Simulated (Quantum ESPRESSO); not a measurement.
# How volume moves the moments of CrB2

Aim: follow moments and order energies of CrB2 with volume.

Main program and level: Quantum ESPRESSO 7.5; PBEsol; plane waves with GBRV 1.5 PBEsol potentials, no spin-orbit coupling.

Report form: the programs' logs are mostly left out.

**1. Starting point**

It takes space group P6/mmm (No. 191, hexagonal). The conventional cell has a = 2.970 Å, b = 2.970 Å, c = 3.070 Å, α = 90.00°, β = 90.00°, γ = 120.00°. Cr has 12 B at 2.30 Å nearest. Nearest to B lie 3 B at 1.71 Å and 6 Cr at 2.30 Å. Farther neighbours are not listed.

The cell comes from the Crystallography Open Database.

**2. Volume 0.8, ferro +**

All lengths scale alike; the factor is that of the volume. Atoms keep their fractional places. Seeded atoms are those given a starting moment.

File pw.in:

```
&CONTROL
  calculation = 'scf'
  prefix = 'pwscf'
  outdir = './tmp'
  pseudo_dir = './pseudo'
  disk_io = 'nowf'
  tprnfor = .true.
  tstress = .true.
/
&SYSTEM
  ibrav = 0
  celldm(1) = 8
  nat = 3
  ntyp = 2
  ecutwfc = 40
  ecutrho = 280
  nbnd = 18
  occupations = 'smearing'
  smearing = 'fd'
  degauss = 0.00734986
  nspin = 2
  starting_magnetization(1) = 0.1786
  starting_magnetization(2) = 0
/
&ELECTRONS
  conv_thr = 6d-09
  electron_maxstep = 150
  mixing_beta = 0.3
/
ATOMIC_SPECIES
Cr     51.9961 cr_pbesol_v1.5.uspp.F.UPF
B      10.8100 b_pbesol_v1.4.uspp.F.UPF
CELL_PARAMETERS alat
   0.6512713771407    0.0000000000000    0.0000000000000
  -0.3256356885691    0.5640175573523    0.0000000000000
   0.0000000000000    0.0000000000000    0.6731997063368
ATOMIC_POSITIONS crystal
Cr      0.0000000000    0.0000000000    0.0000000000
B       0.3333333333    0.6666666667    0.5000000000
B       0.6666666667    0.3333333333    0.5000000000
K_POINTS automatic
10 10 10 0 0 0
```

Command:

```console
> OMP_NUM_THREADS=1 mpirun -n 2 pw.x -nk 2 -in pw.in > pw.out
```

Run time: 32 s. Hardware: 2 MPI ranks of Intel Xeon Platinum 8175M at 2.50GHz (Skylake/Cascade Lake), shared host; peak memory 0.18 GiB; 64 s of CPU time.

Spin moment in the atom's sphere by atom:

```tsv
atom	spin moment in the atom's sphere (μB)
Cr1	0.229
B2	0.002
B3	0.002
```

Numbers from this step:

```yaml
smearing_term_ts: 0.06393 eV
pressure: 72.73 GPa
magnetization: 0.266 μB
absolute_magnetization: 0.267 μB
final_state: ferromagnetic
```

**3. Volume 0.8, antiferro q=(0,1/2,0) +-**

The wavevector q is in fractions of the reciprocal vectors of the crystal's primitive cell, as the cells of these inputs are built from it; moments change sign between cells as cos(2π q·R).

File pw.in:

```
&CONTROL
  calculation = 'scf'
  prefix = 'pwscf'
  outdir = './tmp'
  pseudo_dir = './pseudo'
  disk_io = 'nowf'
  tprnfor = .true.
  tstress = .true.
/
&SYSTEM
  ibrav = 0
  celldm(1) = 8
  nat = 6
  ntyp = 3
  ecutwfc = 40
  ecutrho = 280
  nbnd = 29
  occupations = 'smearing'
  smearing = 'fd'
  degauss = 0.00734986
  nspin = 2
  starting_magnetization(1) = 0.1786
  starting_magnetization(2) = -0.1786
  starting_magnetization(3) = 0
/
&ELECTRONS
  conv_thr = 1.2d-08
  electron_maxstep = 150
  mixing_beta = 0.3
/
ATOMIC_SPECIES
Cr1    51.9961 cr_pbesol_v1.5.uspp.F.UPF
Cr2    51.9961 cr_pbesol_v1.5.uspp.F.UPF
B      10.8100 b_pbesol_v1.4.uspp.F.UPF
CELL_PARAMETERS alat
   0.6512713771407    0.0000000000000    0.0000000000000
  -0.6512713771407    1.1280351147046    0.0000000000000
   0.0000000000000    0.0000000000000    0.6731997063368
ATOMIC_POSITIONS crystal
Cr1     0.0000000000    0.0000000000    0.0000000000
Cr2     0.0000000000    0.5000000000    0.0000000000
B       0.3333333333    0.3333333334    0.5000000000
B       0.3333333333    0.8333333333    0.5000000000
B       0.6666666667    0.1666666666    0.5000000000
B       0.6666666667    0.6666666666    0.5000000000
K_POINTS automatic
10 5 10 0 0 0
```

Wall time 2.1 min (2 MPI ranks); peak memory 0.31 GiB.

Spin moment in the atom's sphere by atom:

```tsv
atom	spin moment in the atom's sphere (μB)
Cr1	0.450
Cr2	-0.450
B3	0.001
B4	-0.001
B5	-0.001
B6	0.001
```

Read from the output:

```
smearing term TS       : 0.1162 eV
pressure               : 73.55 GPa
magnetization          : 0 μB
absolute magnetization : 1.046 μB
final state            : antiferromagnetic
```

**4. Volume 0.8, no spin polarisation**

File pw.in:

```
&CONTROL
  calculation = 'scf'
  prefix = 'pwscf'
  outdir = './tmp'
  pseudo_dir = './pseudo'
  disk_io = 'nowf'
  tprnfor = .true.
  tstress = .true.
/
&SYSTEM
  ibrav = 0
  celldm(1) = 8
  nat = 3
  ntyp = 2
  ecutwfc = 40
  ecutrho = 280
  nbnd = 17
  occupations = 'smearing'
  smearing = 'fd'
  degauss = 0.00734986
/
&ELECTRONS
  conv_thr = 6d-09
  electron_maxstep = 150
  mixing_beta = 0.3
/
ATOMIC_SPECIES
Cr     51.9961 cr_pbesol_v1.5.uspp.F.UPF
B      10.8100 b_pbesol_v1.4.uspp.F.UPF
CELL_PARAMETERS alat
   0.6512713771407    0.0000000000000    0.0000000000000
  -0.3256356885691    0.5640175573523    0.0000000000000
   0.0000000000000    0.0000000000000    0.6731997063368
ATOMIC_POSITIONS crystal
Cr      0.0000000000    0.0000000000    0.0000000000
B       0.3333333333    0.6666666667    0.5000000000
B       0.6666666667    0.3333333333    0.5000000000
K_POINTS automatic
10 10 10 0 0 0
```

Run time: 12 s. Hardware: 2 MPI ranks; peak memory 0.16 GiB; 24 s of CPU time.

This step gave:

- smearing term TS: 0.06471 eV
- pressure: 72.44 GPa
- final state: non-magnetic (no spin polarisation)

**5. Volume 1.16, ferro +**

pw.in: that of step 4 with these lines changed.

```diff
@@ -16,3 +16,3 @@
   ecutrho = 280
-  nbnd = 17
+  nbnd = 18
   occupations = 'smearing'
@@ -20,2 +20,5 @@
   degauss = 0.00734986
+  nspin = 2
+  starting_magnetization(1) = 0.1786
+  starting_magnetization(2) = 0
 /
@@ -30,5 +33,5 @@
 CELL_PARAMETERS alat
-   0.6512713771407    0.0000000000000    0.0000000000000
-  -0.3256356885691    0.5640175573523    0.0000000000000
-   0.0000000000000    0.0000000000000    0.6731997063368
+   0.7371422871118    0.0000000000000    0.0000000000000
+  -0.3685711435559    0.6383839468324    0.0000000000000
+   0.0000000000000    0.0000000000000    0.7619618927385
 ATOMIC_POSITIONS crystal
```

It took 33 s on 2 MPI ranks; peak memory 0.21 GiB.

This step gave:

```yaml
smearing_term_ts: 0.06193 eV
pressure: -34.06 GPa
magnetization: 1.88 μB
absolute_magnetization: 2.137 μB
final_state: ferromagnetic
largest_moment: 1.858 μB
```

**6. What a mistake does**

As a test, an input with a fault in it is run.

pw.in: that of step 5 with these lines changed.

```diff
@@ -11,3 +11,2 @@
   ibrav = 0
-  celldm(1) = 8
   nat = 3
@@ -21,2 +20,3 @@
   nspin = 2
+  tot_magnetization = 400
   starting_magnetization(1) = 0.1786
@@ -26,3 +26,3 @@
   conv_thr = 6d-09
-  electron_maxstep = 150
+  electron_maxstep = 60
   mixing_beta = 0.3
@@ -32,6 +32,6 @@
 B      10.8100 b_pbesol_v1.4.uspp.F.UPF
-CELL_PARAMETERS alat
-   0.7371422871118    0.0000000000000    0.0000000000000
-  -0.3685711435559    0.6383839468324    0.0000000000000
-   0.0000000000000    0.0000000000000    0.7619618927385
+CELL_PARAMETERS angstrom
+   2.9700000000    0.0000000000    0.0000000000
+  -1.4850000000    2.5720954492    0.0000000000
+   0.0000000000    0.0000000000    3.0700000000
 ATOMIC_POSITIONS crystal
```

Wall time 0.79 s (2 MPI ranks); peak memory 0.05 GiB.

The input was rejected at the start.

The program's message: “setup (1): too few spin up bands”

The fault put into the input: tot_magnetization larger than the electron count.

**7. All points**

The runs not shown differ from these in the moved quantity alone.

States, by row:

```tsv
volume	ferro +	antiferro q=(0,1/2,0) +-	no spin polarisation
0.8	ferromagnetic	antiferromagnetic	non-magnetic
0.86	ferromagnetic	antiferromagnetic	non-magnetic
0.92	ferromagnetic	antiferromagnetic	non-magnetic
0.96	ferromagnetic	antiferromagnetic	non-magnetic
1	ferromagnetic	antiferromagnetic	non-magnetic
1.05	ferromagnetic	antiferromagnetic	non-magnetic
1.1	ferromagnetic	antiferromagnetic	non-magnetic
1.16	ferromagnetic	antiferromagnetic	non-magnetic
```

Largest site moment against volume:

```tsv
volume (factor)	ferro + (μB)	antiferro q=(0,1/2,0) +- (μB)
0.800	0.229	0.450
0.860	0.459	0.664
0.920	0.637	0.880
0.960	0.852	1.04
1.000	1.12	1.20
1.050	1.40	1.40
1.100	1.67	1.60
1.160	1.86	1.82
```

Table of energy less that of the parallel start by volume; values in meV a seeded atom:

```tsv
volume (factor)	antiferro q=(0,1/2,0) +-	no spin polarisation
0.800	-5.11	0.191
0.860	-12.3	6.59
0.920	-21.4	17.9
0.960	-27.5	29.8
1.000	-30.6	48.4
1.050	-31.1	80.9
1.100	-26.9	125
1.160	-21.8	186
```

The energy over the lowest by volume; values in meV an atom:

```tsv
volume (factor)	ferro +	antiferro q=(0,1/2,0) +-	no spin polarisation
0.800	247	245	247
0.860	88.4	84.3	90.6
0.920	19.0	11.8	24.9
0.960	9.17	0	19.1
1.000	20.8	10.6	37.0
1.050	59.0	48.7	86.0
1.100	117	108	158
1.160	207	199	268
```

**8. Summary of results**

| Item | Value |
| --- | --- |
| moment, parallel start | 0.229 to 1.86 μB |
| states met from these starts | antiferromagnetic and ferromagnetic |

What this shows: The moment of the parallel start goes from 0.229 μB at 0.8 to 1.86 μB at 1.16. The net moment of the cell goes from 0.266 to 1.88 μB. The radius of the spheres follows the nearest distance, so part of the change of the site moments is the spheres'. The largest moment of the start antiferro q=(0,1/2,0) +- lies between 0.450 and 1.82 μB. The start antiferro q=(0,1/2,0) +- lies under the parallel one at every finished point, by 5.11 to 31.1 meV a seeded atom. Energies are free energies at an electronic temperature of 1160 K, which lowers moments and differences where the moments are itinerant.

[Logs and program files are shortened in this print: banners, set-up blocks, solver, clock and traceback lines can be left out without a mark of their own.]

[Logs are printed without paths, hosts, clocks, repeated set-up lines and the standing remarks that a program may print on its own settings, such as how far it seeks lower states.]

[Hosts, paths, dates, database ids (printed as entryN), source tags and the programs' standing remarks are cut or masked in the printed files.]

[Where a cell is said to come from a database of computed structures, the database is the Materials Project.]
